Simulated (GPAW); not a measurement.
Consider MnZn (Pm-3m).

```
Zn Mn
1.0
     3.07000    0.00000    0.00000
     0.00000    3.07000    0.00000
     0.00000    0.00000    3.07000
Zn Mn
1 1
Direct
  0.50000 0.50000 0.50000
  0.00000 0.00000 0.00000
```

Absorber: atom 1, with 8 Mn at 2.66 Å and 6 Zn at 3.07 Å (cube and octahedron, as in bcc, site symmetry m-3m). Method: GPAW, LDA, excited-electron core hole (neutral cell), 16-atom cell with 6.1 Å between holes, 4×4×4 k points, dipole transitions, Gaussian full width 1.67 eV up to 4 eV, rising linearly to 3.5 eV at 25 eV.

Q: Predict the near-edge structure at the Zn K edge.

Main maxima up to 30 eV above the zero (height): 7.4 eV (1.57), 14.4 eV (1.31), 18.0 eV (0.92), 23.4 eV (1.00) and 28.6 eV (1.16). A K edge sees empty p states on the absorber. The total-energy difference is 9640.42 eV. The tabulated edge of the element is 9659 eV. The functional leaves an error in such absolute values: in the free atom LDA prices this hole 19.1 eV below PBE (computed apart), and PBE is itself good to a few eV.

The Zn K spectrum (energy from the lowest empty level; intensity scaled to a mean of 1 over the first 20 eV):

```
E (eV)  intensity
  -2.0       0.00
  -1.5       0.01
  -1.0       0.04
  -0.5       0.13
   0.0       0.28
   0.5       0.41
   1.0       0.45
   1.5       0.45
   2.0       0.48
   2.5       0.52
   3.0       0.56
   3.5       0.61
   4.0       0.71
   4.5       0.88
   5.0       1.08
   5.5       1.26
   6.0       1.39
   6.5       1.49
   7.0       1.56
   7.5       1.57
   8.0       1.52
   8.5       1.43
   9.0       1.33
   9.5       1.24
  10.0       1.16
  10.5       1.10
  11.0       1.05
  11.5       1.00
  12.0       0.96
  12.5       0.96
  13.0       1.03
  13.5       1.16
  14.0       1.27
  14.5       1.30
  15.0       1.22
  15.5       1.07
  16.0       0.93
  16.5       0.86
  17.0       0.86
  17.5       0.90
  18.0       0.92
  18.5       0.90
  19.0       0.86
  19.5       0.80
  20.0       0.75
  20.5       0.75
  21.0       0.77
  21.5       0.83
  22.0       0.89
  22.5       0.95
  23.0       0.99
  23.5       1.00
  24.0       0.99
  24.5       0.96
  25.0       0.93
  25.5       0.92
  26.0       0.93
  26.5       0.98
  27.0       1.04
  27.5       1.10
  28.0       1.15
  28.5       1.16
  29.0       1.15
  29.5       1.12
  30.0       1.09
  30.5       1.06
  31.0       1.04
  31.5       1.02
  32.0       1.01
```

The hole lies in one spin channel, while the script sums the empty states of both and takes the lower zero; where the two channels are split, this blurs and shifts the curve. The script folds with a Gaussian, whereas the core hole's own line is a Lorentzian, so the onset is too steep and the first peak too high. The spins start ferromagnetically in a simple order, which needn't be the measured one; gap and edge can depend on it. The holes are only 6.1 Å apart, so the shape is probably not converged with cell size; no larger cell was run here. Lifetime broadening is put in by hand, and intensities beyond about 20 eV depend on it and on the partial waves. The structure is a published determination, not relaxed.

[Banner, clock and machine lines of the logs are left out without a mark of their own.]

[Logs are printed without paths, hosts, clocks, repeated set-up lines and the standing remarks that a program may print on its own settings, such as how far it seeks lower states.]

[Hosts, paths, dates, database ids (printed as entryN), source tags and the programs' standing remarks are cut or masked in the printed files.]

[Lists of maxima count a maximum above −3 eV only where it reaches 4 % of the highest in the window and stands out from its surroundings by 2 % of it (1.5 % where it reaches 55 %); shoulders and weaker maxima are passed over, and of the rest the first, up to two pre-edge ones and the few strongest are named.]
